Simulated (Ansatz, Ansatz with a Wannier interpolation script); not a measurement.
# Settings in Wannier-interpolated G0W0: La2O3 (P-3m1), part 2 of 2

Aim: vary the Wannier model and the GW settings for La2O3 (P-3m1) and see what the interpolated bands lose.

Ansatz 0.2.0; maximally localised Wannier functions, LDA, plane waves, PAW. Known limits of the many-body steps: not at the basis limit; f levels unsure; no spin-orbit coupling; coarse k mesh.

So far. Step 3 (Wannier model on 6×6×4): Near the gap the model misses directly solved bands by 4.6 meV r.m.s. and by 39 meV at most in the window tested. This tests the starting bands, not the corrections carried with them.

**5. G0W0: 6×6×4 mesh, 307 empty bands, screening to 140 eV**

G0W0 replaces the xc potential by the self-energy, built once from these orbitals. Only a window of levels is corrected, while the sums run over the empty bands that the input names.

This step: G0W0 on LDA, plane waves, PAW.

Input file input.yaml:

```yaml
crystal:
  lattice:
    - [3.930777878, 0.0, 0.0]
    - [-1.965388939, 3.404153499, 0.0]
    - [0.0, 0.0, 6.11195352]
  atoms:
    - { symbol: La, position: [0.66666667, 0.33333333, 0.75376432] }
    - { symbol: La, position: [0.33333333, 0.66666667, 0.24623568] }
    - { symbol: O, position: [0.66666667, 0.33333333, 0.35410935] }
    - { symbol: O, position: [0.33333333, 0.66666667, 0.64589065] }
    - { symbol: O, position: [0.0, 0.0, 0.0] }
kpoints:
  mp_grid: { grid: [6, 6, 4] }
hamiltonian:
  xc: lda
scf:
  occupations: { method: fixed }
gw:
  n_empty_bands: 307
  ecut_chi: 140.0
  qp_bands: [v9, c11]
  screening: { model: contour_deformation }
```

The run is started by

```console
ansatz run input.yaml --threads 4 --pin off --max-ram 18432MiB --backend cpu --events-out ev --progress --plain --runs-dir out
```

Numbers of over 12 decimals in the logs are rounded to 6 here.

The program printed:

```text
[...]
Crystal: 5 atoms, lattice volume = 81.784 Å³
Basis set: ecut = 420 eV, 1641 PW (Γ)
Bands: 25, of which v1, the nominal top of the filled ones, is band 20 counted from 1 (19 counted from 0)
Symmetry: 12 space group operations
[...]
k-points: 24 of 144
[...]
23    21     13.4413   -11.5064    -5.5417   -19.0526  0.7875    15.5075    15.4457  root
[...]
23    28     14.6226   -20.2257   -10.4824   -34.4953  0.7104    19.1694    18.4097  root ?
    23    29     14.6226   -20.2257   -10.4824   -34.4953  0.7104    19.1694    18.4097  root ?
    23    30     14.6729   -20.4074   -10.5434   -34.7521  0.7095    19.2475    18.4742  root ?
    23    31     14.8227   -20.6619   -10.5983   -35.0346  0.7056    19.3815    18.5971  root ?
[key lines of the parts left out:]
SCF converged after 8 iterations
Free energy (F): -13827.886114 eV
Fermi energy:    9.317352 eV
```

Run time: 21 min. Hardware: 4 threads of Arm Neoverse V1, shared host; peak memory 1.1 GiB; 84 min of CPU time.

The G0W0 gap on the mesh is 5.448 eV.

**6. G0W0: 3×3×2 mesh, 307 empty bands, screening to 140 eV**

input.yaml, as its differences from that of step 5:

```diff
@@ -12,3 +12,3 @@
 kpoints:
-  mp_grid: { grid: [6, 6, 4] }
+  mp_grid: { grid: [3, 3, 2] }
 hamiltonian:
```

The program printed:

```text
[...]
Crystal: 5 atoms, lattice volume = 81.784 Å³
Basis set: ecut = 420 eV, 1641 PW (Γ)
Bands: 25, of which v1, the nominal top of the filled ones, is band 20 counted from 1 (19 counted from 0)
Symmetry: 12 space group operations
[...]
k-points: 6 of 18
[...]
5    21     13.4433   -11.4558    -5.6046   -19.0524  0.7856    15.4983    15.4352  root
[...]
5    28     14.6234   -20.2241   -10.5010   -34.4957  0.7106    19.1686    18.3940  root ?
     5    29     14.6234   -20.2241   -10.5010   -34.4957  0.7106    19.1686    18.3940  root ?
     5    30     14.6738   -20.4062   -10.5642   -34.7528  0.7096    19.2465    18.4563  root ?
     5    31     14.8234   -20.6606   -10.6142   -35.0345  0.7058    19.3812    18.5831  root ?
[key lines of the parts left out:]
SCF converged after 8 iterations
Free energy (F): -13827.887168 eV
Fermi energy:    9.242290 eV
```

Run time: 34 s. Hardware: 4 threads; peak memory 0.95 GiB.

The G0W0 gap on the mesh is 5.519 eV.

**7. G0W0: 6×6×4 mesh, 142 empty bands, screening to 84 eV, plasmon pole**

input.yaml, as its differences from that of step 6:

```diff
@@ -12,3 +12,3 @@
 kpoints:
-  mp_grid: { grid: [3, 3, 2] }
+  mp_grid: { grid: [6, 6, 4] }
 hamiltonian:
@@ -18,5 +18,5 @@
 gw:
-  n_empty_bands: 307
-  ecut_chi: 140.0
+  n_empty_bands: 142
+  ecut_chi: 84
   qp_bands: [v9, c11]
-  screening: { model: contour_deformation }
+  screening: { model: godby_needs }
```

The program printed:

```text
[...]
Crystal: 5 atoms, lattice volume = 81.784 Å³
Basis set: ecut = 420 eV, 1641 PW (Γ)
Bands: 25, of which v1, the nominal top of the filled ones, is band 20 counted from 1 (19 counted from 0)
Symmetry: 12 space group operations
[...]
k-points: 24 of 144
[...]
23    22     14.0687   -13.4342    -6.5586   -23.0914  0.8055    17.2423    17.1673  root
[...]
23    28     14.6226   -20.2257    -9.1921   -34.4953  0.7773    19.9301    19.7000  root ?
    23    29     14.6226   -20.2257    -9.1921   -34.4953  0.7773    19.9301    19.7000  root ?
    23    30     14.6729   -20.4074    -9.2219   -34.7521  0.7769    20.0158    19.7957  root ?
    23    31     14.8227   -20.6619    -9.2311   -35.0346  0.7771    20.1962    19.9644  root ?
[key lines of the parts left out:]
SCF converged after 8 iterations
Free energy (F): -13827.886114 eV
Fermi energy:    9.317352 eV
```

It took 7.1 min on 4 threads; peak memory 0.93 GiB.

The G0W0 gap on the mesh is 5.373 eV.

**8. Interpolated results**

Times are wall times on 4 threads of Arm Neoverse V1, shared host, good to a factor of about two.

```tsv
GW mesh	empty bands	cutoff (eV)	frequency	gap on mesh (eV)	gap over zone (eV)	direct gap (eV)	valence width (eV)	GW time
6×6×4	307	140	contour deformation	5.448	5.435	5.540	3.275	21 min
3×3×2	307	140	contour deformation	5.519	5.424	5.531	3.280	34 s
6×6×4	142	84	plasmon pole	5.373	5.353	5.432	3.521	7.1 min
```

**9. Outcome**

* 6×6×4 mesh, 307 empty bands, screening to 140 eV: 5.44 eV
* 3×3×2 mesh, 307 empty bands, screening to 140 eV: 5.42 eV
* 6×6×4 mesh, 142 empty bands, screening to 84 eV, plasmon pole: 5.35 eV

The largest change, −0.08 eV in the gap over the zone, comes with 6×6×4 mesh, 142 empty bands, screening to 84 eV, plasmon pole. The first run is a reference, not a converged one, and where a row moves several settings no single cause can be named. Rows on another GW mesh add that mesh's corrections to the bands of the one model. Coarser Wannier mesh (6×6×4): the miss near the gap goes from under 1 (the model on 12×12×8) to 5 meV and the total spread from 50.0 to 45.2 Å². With 3×3×2 mesh, 307 empty bands, screening to 140 eV the gap over the zone moves by −0.01 eV and that on the mesh by +0.07 eV. With 6×6×4 mesh, 142 empty bands, screening to 84 eV, plasmon pole the gap over the zone moves by −0.08 eV and that on the mesh by −0.08 eV. Gaps over the zone and on the mesh differ where an edge lies off the mesh, or where a GW run starts from another density: the starting gap over the zone is 3.733 eV, on the GW meshes it is 3.733 eV and 3.810 eV. Empty 4f levels lie among the conduction bands. Their place in the start is unsure; it enters the screening, and the edge itself where they lie low. The many-body steps are scalar-relativistic: spin-orbit coupling is not in them.

[Paths, hosts, dates, memory and timing lines, banners, echoed tables and standing remarks are left out of the program output.]

[Logs are printed without paths, hosts, clocks, repeated set-up lines and the standing remarks that a program may print on its own settings, such as how far it seeks lower states.]

[Runs of the session that timed out or met a known fault of the program may be left out.]

[Hosts, paths, dates, database ids (printed as entryN), source tags and the programs' standing remarks are cut or masked in the printed files.]
